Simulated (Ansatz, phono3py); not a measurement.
# Scattering channels in Ac2O3 (P-3m1), one at a time, part 2 of 5

Aim: with force constants in hand, see how mesh, solver, isotopes and boundaries change the conductivity of Ac2O3.

Ansatz 0.2.0 and phono3py 4.10.0; DFT LDA, scalar-relativistic, plane waves, PAW (the session's first sound run).

So far, κ at 300 K (W/m/K): step 3 (relaxation-time solution) 2.01; step 5 (isotopes none) 2.01.

The database entry behind the starting cell is an old determination (1949), so it need not match the best structure at ambient conditions.

## Step 6: Another q-mesh, third order supercell 3×3×2, supercell 3×3×2

Level of this step: DFT LDA, scalar-relativistic, plane waves, PAW; phono3py on Ansatz's force constants (phono3py).

The q-mesh of the transport sums changes, with the same scattering terms.

Input file phono3py.yaml:

```yaml
phono3py:
  version: "4.10.0"
  frequency_unit_conversion_factor: 15.633302
  symmetry_tolerance: 1.00000e-05

physical_unit:
  atomic_mass: "AMU"
  length: "angstrom"

space_group:
  type: "P-3m1"
  number: 164
  Hall_symbol: "-P 3 2\""

primitive_matrix:
- [  1.000000000000000,  0.000000000000000,  0.000000000000000 ]
- [  0.000000000000000,  1.000000000000000,  0.000000000000000 ]
- [  0.000000000000000,  0.000000000000000,  1.000000000000000 ]

supercell_matrix:
- [   3,   0,   0 ]
- [   0,   3,   0 ]
- [   0,   0,   2 ]

# [primitive_cell block left out]
unit_cell:
  lattice:
  - [     4.072737246495332,     0.000000000028868,     0.000000000000000 ] # a
  - [    -2.036368623272666,     3.527093918389609,     0.000000000000000 ] # b
  - [     0.000000000000000,     0.000000000000000,     6.322489122600000 ] # c
  points:
  - symbol: Ac # 1
    coordinates: [  0.333333333333333,  0.666666666666667,  0.246946673400000 ]
    mass: 227.027750
    reduced_to: 1
  - symbol: Ac # 2
    coordinates: [  0.666666666666667,  0.333333333333333,  0.753053326600000 ]
    mass: 227.027750
    reduced_to: 2
  - symbol: O # 3
    coordinates: [  0.000000000000000,  0.000000000000000,  0.000000000000000 ]
    mass: 15.999000
    reduced_to: 3
  - symbol: O # 4
    coordinates: [  0.333333333333333,  0.666666666666667,  0.642573608000000 ]
    mass: 15.999000
    reduced_to: 4
  - symbol: O # 5
    coordinates: [  0.666666666666667,  0.333333333333333,  0.357426392000000 ]
    mass: 15.999000
    reduced_to: 5

# [supercell block left out]
phonon_supercell_matrix:
- [   3,   0,   0 ]
- [   0,   3,   0 ]
- [   0,   0,   2 ]

# [phonon_primitive_cell block left out]
# [phonon_supercell block left out]
nac:
  born_effective_charge:
  - # 1 (Ac)
    - [  4.055206627906323,  0.000000000000000,  0.000000000000000 ]
    - [  0.000000000000000,  4.055206627906322,  0.000000000000000 ]
    - [  0.000000000000000,  0.000000000000000,  3.848764977161227 ]
  - # 2 (Ac)
    - [  4.055206627906323,  0.000000000000000,  0.000000000000000 ]
    - [  0.000000000000000,  4.055206627906322,  0.000000000000000 ]
    - [  0.000000000000000,  0.000000000000000,  3.848764977161227 ]
  - # 3 (O)
    - [ -2.689163683064379,  0.000000000000000,  0.000000000000000 ]
    - [  0.000000000000000, -2.689163683064379,  0.000000000000000 ]
    - [  0.000000000000000,  0.000000000000000, -2.513510292300452 ]
  - # 4 (O)
    - [ -2.710624786374133,  0.000000000000000,  0.000000000000000 ]
    - [  0.000000000000000, -2.710624786374133,  0.000000000000000 ]
    - [  0.000000000000000,  0.000000000000000, -2.592009831011001 ]
  - # 5 (O)
    - [ -2.710624786374134,  0.000000000000000,  0.000000000000000 ]
    - [  0.000000000000000, -2.710624786374133,  0.000000000000000 ]
    - [  0.000000000000000,  0.000000000000000, -2.592009831011001 ]
  dielectric_constant:
    - [  4.521006771497703,  0.000000000000000,  0.000000000000000 ]
    - [  0.000000000000000,  4.521006771497703,  0.000000000000000 ]
    - [  0.000000000000000,  0.000000000000000,  4.615100166809227 ]
  unit_conversion_factor: 14.399645
```

Command:

```sh
$ phono3py phono3py.yaml --mesh 3 3 3 --br --isotope --mv 0 0 3.359e-05 3.359e-05 3.359e-05 --ts 100 300 600
```

The program printed:

```text
[banner, memory and clock lines left out]
Rust backend (phonors) using rayon (8 threads).
Running in phono3py.load mode.
Spglib version 2.8.0
----------------------------- General settings -----------------------------
Run mode: conductivity-RTA
HDF5 data compression filter: gzip
Crystal structure was read from "phono3py.yaml".
Supercell (dim): [3 3 2]
Phonon supercell (dim-fc2): [3 3 2]
Primitive matrix:
  [1. 0. 0.]
  [0. 1. 0.]
  [0. 0. 1.]
Spacegroup: P-3m1 (164)
Use -v option to watch primitive cell, unit cell, and supercell structures.
NAC parameters were read from "phono3py.yaml".
fc3 was read from "fc3.hdf5".
fc2 was read from "fc2.hdf5".
----------------------------- Force constants ------------------------------
Max drift of fc3: 0.00030000 (xyx) 0.00030000 (xyx) 0.00030000 (xxy)
Max drift of fc2: 0.00100000 (zz) 0.00100000 (zz)
--------------------------- Calculation settings ---------------------------
Non-analytical term correction (NAC): True
NAC unit conversion factor:  14.39964
BZ integration: Tetrahedron-method
Temperature:  100.0  300.0  600.0
Cutoff frequency: 0.01
Mesh sampling: [ 3 3 3 ]
Generating grid system ... [ 3 3 3 ]
fc3-r2q-transformation over three atoms: True
========================== Warning ==========================
 Phonon frequency of band index 3 at Gamma is calculated to be 0.040077.
 But this frequency is forced to be zero.
--------------------------- Phonon calculations ----------------------------
  PRB 50, 13035(R) (1994), PRB 55, 10355 (1997)
  G-cutoff distance: 0.92, Number of G-points: 299, Lambda: 0.21
Running harmonic phonon calculations...
-------------------- Lattice thermal conductivity (RTA) --------------------
Running heat capacity calculations...
Running velocity calculations...
Running isotope scattering calculations with tetrahedron method...
======================= Grid point 0 (1/7) =======================
q-point: ( 0.00  0.00  0.00)
Boundary mean free path (millimeter): 1000.000
Mass variance parameters: 0.00e+00 0.00e+00 3.36e-05 3.36e-05 3.36e-05
Number of triplets: 7
Frequency     group velocity (x, y, z)     |gv|
  -0.023   (   0.000    0.000    0.000)    0.000
  -0.018   (   0.000    0.000    0.000)    0.000
   0.040   (   0.000    0.000    0.000)    0.000
   2.329   (   0.000    0.000    0.000)    0.000
   2.329   (   0.000    0.000    0.000)    0.000
   4.441   (   0.000    0.000    0.000)    0.000
   4.519   (   0.000    0.000    0.000)    0.000
   4.519   (   0.000    0.000    0.000)    0.000
   5.033   (   0.000    0.000    0.000)    0.000
  10.183   (   0.000    0.000    0.000)    0.000
  10.183   (   0.000    0.000    0.000)    0.000
  10.894   (   0.000    0.000    0.000)    0.000
  11.116   (   0.000    0.000    0.000)    0.000
  11.116   (   0.000    0.000    0.000)    0.000
  12.322   (   0.000    0.000    0.000)    0.000
======================= Grid point 1 (2/7) =======================
q-point: ( 0.33  0.00  0.00)
Boundary mean free path (millimeter): 1000.000
Mass variance parameters: 0.00e+00 0.00e+00 3.36e-05 3.36e-05 3.36e-05
Number of triplets: 10
Frequency     group velocity (x, y, z)     |gv|
   1.539   (  10.561    6.097   -6.401)   13.773
[...]
[4 grid points left out]
======================= Grid point 17 (7/7) =======================
q-point: ( 0.33  0.33  0.33)
Boundary mean free path (millimeter): 1000.000
Mass variance parameters: 0.00e+00 0.00e+00 3.36e-05 3.36e-05 3.36e-05
Number of triplets: 8
Frequency     group velocity (x, y, z)     |gv|
[...]
5.824   (   5.775   -1.171    1.082)    5.991
   6.654   (  -0.001    0.001    1.351)    1.351
   8.676   (   0.005   -0.001   -0.295)    0.295
   8.773   (  -8.069   -4.740   -1.601)    9.494
   8.773   (   8.068    4.739   -1.606)    9.494
  11.504   (   0.001    0.000   -0.183)    0.183
  13.908   ( -11.232    6.516    2.807)   13.285
  13.908   (  11.231   -6.515    2.806)   13.284
=================== End of collection of collisions ===================
----------- Thermal conductivity (W/m-k) with tetrahedron method -----------
#  T(K)        xx         yy         zz         yz         xz         xy
  100.0       2.666      2.666      6.575      0.000      0.000     -0.000
  300.0       1.073      1.073      2.181      0.000      0.000     -0.000
  600.0       0.555      0.555      1.100      0.000      0.000     -0.000

Thermal conductivity related properties were written into
"kappa-m333.hdf5".
Summary of calculation was written in "phono3py.yaml".
```

Elapsed: 0.6 s, on 8 threads of Arm Neoverse V2, shared host; peak memory 0.11 GiB; 0.77 s of CPU time.

Numbers from this step:

* κ at 300 K: 1.442 W/m/K
* κ xx, yy, zz at 300 K: 1.073, 1.073, 2.181 W/m/K

W/m/K. Kappa, by row:

```tsv
T (K)	xx	yy	zz	yz	xz	xy
100	2.666	2.666	6.575	0	0	0
300	1.073	1.073	2.181	0	0	0
600	0.5554	0.5554	1.1	0	0	0
```

This mesh is too coarse for the transport sums: κ at 300 K comes out at 1.44 against 2.01 W/(m K) in the base run.

## Step 7: Another q-mesh, third order supercell 3×3×2, supercell 3×3×2 (run 2)

The q-mesh of the transport sums changes, with the same scattering terms.

phono3py.yaml is that of step 6.

Command:

```sh
$ phono3py phono3py.yaml --mesh 7 7 3 --br --isotope --mv 0 0 3.359e-05 3.359e-05 3.359e-05 --ts 100 300 600
```

The program printed:

```text
[banner, memory and clock lines left out]
Rust backend (phonors) using rayon (8 threads).
Running in phono3py.load mode.
Spglib version 2.8.0
----------------------------- General settings -----------------------------
Run mode: conductivity-RTA
HDF5 data compression filter: gzip
Crystal structure was read from "phono3py.yaml".
Supercell (dim): [3 3 2]
Phonon supercell (dim-fc2): [3 3 2]
Primitive matrix:
  [1. 0. 0.]
  [0. 1. 0.]
  [0. 0. 1.]
Spacegroup: P-3m1 (164)
Use -v option to watch primitive cell, unit cell, and supercell structures.
[...]
13.663   (   2.345    7.149    0.221)    7.527
  14.188   (  -3.672  -10.026    4.541)   11.603
=================== End of collection of collisions ===================
----------- Thermal conductivity (W/m-k) with tetrahedron method -----------
#  T(K)        xx         yy         zz         yz         xz         xy
  100.0       4.819      4.819      4.853     -0.000      0.000     -0.000
  300.0       1.816      1.816      1.602     -0.000      0.000     -0.000
  600.0       0.934      0.934      0.807     -0.000      0.000     -0.000

Thermal conductivity related properties were written into
"kappa-m773.hdf5".
Summary of calculation was written in "phono3py.yaml".
```

It took 1 s on 8 threads; peak memory 0.11 GiB.

W/m/K. Kappa, by row:

```tsv
T (K)	xx	yy	zz	yz	xz	xy
100	4.819	4.819	4.853	0	0	0
300	1.816	1.816	1.602	0	0	0
600	0.9341	0.9341	0.8069	0	0	0
```

κ at 300 K goes from 2.01 in the base run to 1.75 W/(m K).

## Step 8: Another q-mesh, third order supercell 3×3×2, supercell 3×3×2 (run 3)

The q-mesh of the transport sums changes, with the same scattering terms.

phono3py.yaml is that of step 7.

Command:

```sh
$ phono3py phono3py.yaml --mesh 9 9 5 --br --isotope --mv 0 0 3.359e-05 3.359e-05 3.359e-05 --ts 100 300 600
```

The program printed:

```text
[banner, memory and clock lines left out]
Rust backend (phonors) using rayon (8 threads).
Running in phono3py.load mode.
Spglib version 2.8.0
----------------------------- General settings -----------------------------
Run mode: conductivity-RTA
HDF5 data compression filter: gzip
Crystal structure was read from "phono3py.yaml".
Supercell (dim): [3 3 2]
Phonon supercell (dim-fc2): [3 3 2]
Primitive matrix:
  [1. 0. 0.]
  [0. 1. 0.]
  [0. 0. 1.]
Spacegroup: P-3m1 (164)
Use -v option to watch primitive cell, unit cell, and supercell structures.
[...]
13.933   ( -13.261    4.204    1.882)   14.038
  13.933   (  13.260   -4.204    1.881)   14.037
=================== End of collection of collisions ===================
----------- Thermal conductivity (W/m-k) with tetrahedron method -----------
#  T(K)        xx         yy         zz         yz         xz         xy
  100.0       5.492      5.492      4.454      0.000     -0.000     -0.000
  300.0       2.024      2.024      1.500      0.000     -0.000     -0.000
  600.0       1.037      1.037      0.758      0.000     -0.000     -0.000

Thermal conductivity related properties were written into
"kappa-m995.hdf5".
Summary of calculation was written in "phono3py.yaml".
```

Run time: 3.4 s. Hardware: 8 threads; peak memory 0.11 GiB; 21 s of CPU time.

κ at 300 K goes from 2.01 in the base run to 1.85 W/(m K).

## Step 9: Another q-mesh, third order supercell 3×3×2, supercell 3×3×2 (run 4)

The q-mesh of the transport sums changes, with the same scattering terms.

phono3py.yaml is that of step 8.

Command:

```sh
$ phono3py phono3py.yaml --mesh 13 13 7 --br --isotope --mv 0 0 3.359e-05 3.359e-05 3.359e-05 --ts 100 300 600
```

The program printed:

```text
[banner, memory and clock lines left out]
Rust backend (phonors) using rayon (8 threads).
Running in phono3py.load mode.
Spglib version 2.8.0
----------------------------- General settings -----------------------------
Run mode: conductivity-RTA
HDF5 data compression filter: gzip
Crystal structure was read from "phono3py.yaml".
Supercell (dim): [3 3 2]
Phonon supercell (dim-fc2): [3 3 2]
Primitive matrix:
  [1. 0. 0.]
  [0. 1. 0.]
  [0. 0. 1.]
Spacegroup: P-3m1 (164)
Use -v option to watch primitive cell, unit cell, and supercell structures.
[...]
13.776   (   5.530   10.238    0.775)   11.662
  14.111   (  -6.070  -11.257    1.862)   12.924
=================== End of collection of collisions ===================
----------- Thermal conductivity (W/m-k) with tetrahedron method -----------
#  T(K)        xx         yy         zz         yz         xz         xy
  100.0       5.789      5.789      4.824      0.000     -0.000     -0.000
  300.0       2.125      2.125      1.608      0.000     -0.000     -0.000
  600.0       1.088      1.088      0.812      0.000     -0.000     -0.000

Thermal conductivity related properties were written into
"kappa-m13137.hdf5".
Summary of calculation was written in "phono3py.yaml".
```

Elapsed: 21 s, on 8 threads; peak memory 0.11 GiB.

W/m/K. Kappa, by row:

```tsv
T (K)	xx	yy	zz	yz	xz	xy
100	5.789	5.789	4.824	0	0	0
300	2.125	2.125	1.608	0	0	0
600	1.088	1.088	0.8117	0	0	0
```

κ at 300 K goes from 2.01 in the base run to 1.95 W/(m K).

## Step 10: Another q-mesh, third order supercell 3×3×2, supercell 3×3×2 (run 5)

The q-mesh of the transport sums changes, with the same scattering terms.

phono3py.yaml is that of step 9.

Command:

```sh
$ phono3py phono3py.yaml --mesh 17 17 9 --br --isotope --mv 0 0 3.359e-05 3.359e-05 3.359e-05 --ts 100 300 600
```

The program printed:

```text
[banner, memory and clock lines left out]
Rust backend (phonors) using rayon (8 threads).
Running in phono3py.load mode.
Spglib version 2.8.0
----------------------------- General settings -----------------------------
Run mode: conductivity-RTA
HDF5 data compression filter: gzip
Crystal structure was read from "phono3py.yaml".
Supercell (dim): [3 3 2]
Phonon supercell (dim-fc2): [3 3 2]
Primitive matrix:
  [1. 0. 0.]
  [0. 1. 0.]
  [0. 0. 1.]
Spacegroup: P-3m1 (164)
Use -v option to watch primitive cell, unit cell, and supercell structures.
[...]
13.804   (  -7.096   12.629    0.711)   14.504
  14.086   (   7.399  -13.194    1.403)   15.192
=================== End of collection of collisions ===================
----------- Thermal conductivity (W/m-k) with tetrahedron method -----------
#  T(K)        xx         yy         zz         yz         xz         xy
  100.0       6.042      6.042      4.869      0.000      0.000     -0.000
  300.0       2.211      2.211      1.622      0.000      0.000     -0.000
  600.0       1.132      1.132      0.819      0.000      0.000     -0.000

Thermal conductivity related properties were written into
"kappa-m17179.hdf5".
Summary of calculation was written in "phono3py.yaml".
```

The job ended after 97 s (8 threads; peak memory 0.11 GiB).

W/m/K. Kappa, by row:

```tsv
T (K)	xx	yy	zz	yz	xz	xy
100	6.042	6.042	4.869	0	0	0
300	2.211	2.211	1.622	0	0	0
600	1.132	1.132	0.8186	0	0	0
```

κ at 300 K goes from 2.01 in the base run to 2.02 W/(m K).

## Step 11: Another q-mesh, third order supercell 3×3×2, supercell 3×3×2 (run 6)

The q-mesh of the transport sums changes, with the same scattering terms.

phono3py.yaml is that of step 10.

Command:

```sh
$ phono3py phono3py.yaml --mesh 21 21 11 --br --isotope --mv 0 0 3.359e-05 3.359e-05 3.359e-05 --ts 100 300 600
```

The program printed:

```text
[banner, memory and clock lines left out]
Rust backend (phonors) using rayon (8 threads).
Running in phono3py.load mode.
Spglib version 2.8.0
----------------------------- General settings -----------------------------
Run mode: conductivity-RTA
HDF5 data compression filter: gzip
Crystal structure was read from "phono3py.yaml".
Supercell (dim): [3 3 2]
Phonon supercell (dim-fc2): [3 3 2]
Primitive matrix:
  [1. 0. 0.]
  [0. 1. 0.]
  [0. 0. 1.]
Spacegroup: P-3m1 (164)
Use -v option to watch primitive cell, unit cell, and supercell structures.
[...]
13.945   ( -14.178    1.969    0.897)   14.342
  13.945   (  14.178   -1.968    0.896)   14.342
=================== End of collection of collisions ===================
----------- Thermal conductivity (W/m-k) with tetrahedron method -----------
#  T(K)        xx         yy         zz         yz         xz         xy
  100.0       6.135      6.135      5.099      0.000      0.000     -0.000
  300.0       2.246      2.246      1.687      0.000      0.000     -0.000
  600.0       1.150      1.150      0.850      0.000      0.000     -0.000

Thermal conductivity related properties were written into
"kappa-m212111.hdf5".
Summary of calculation was written in "phono3py.yaml".
```

Elapsed: 5.4 min, on 8 threads; peak memory 0.14 GiB; 43 min of CPU time.

κ at 300 K goes from 2.01 in the base run to 2.06 W/(m K).

## Step 12: Mesh convergence

This step: DFT LDA, scalar-relativistic, plane waves, PAW (phono3py 4.10.0).

Series, by row:

```tsv
q mesh	kappa at 100 K (W/m/K)	kappa at 300 K (W/m/K)	kappa at 600 K (W/m/K)	seconds
3x3x3	3.969	1.442	0.7369	0.6
7x7x3	4.83	1.745	0.8917	1
9x9x5	5.146	1.849	0.944	3.35
13x13x7	5.467	1.953	0.9959	21.33
17x17x9	5.651	2.015	1.028	97.38
21x21x11	5.79	2.06	1.05	325.9
```

(Continued in part 3 of 5.)

[Logs are printed without paths, hosts, clocks, repeated set-up lines and the standing remarks that a program may print on its own settings, such as how far it seeks lower states.]

[Hosts, paths, dates, database ids (printed as entryN), source tags and the programs' standing remarks are cut or masked in the printed files.]

[A step with changed settings may run another functional than the one named; its input shows which.]
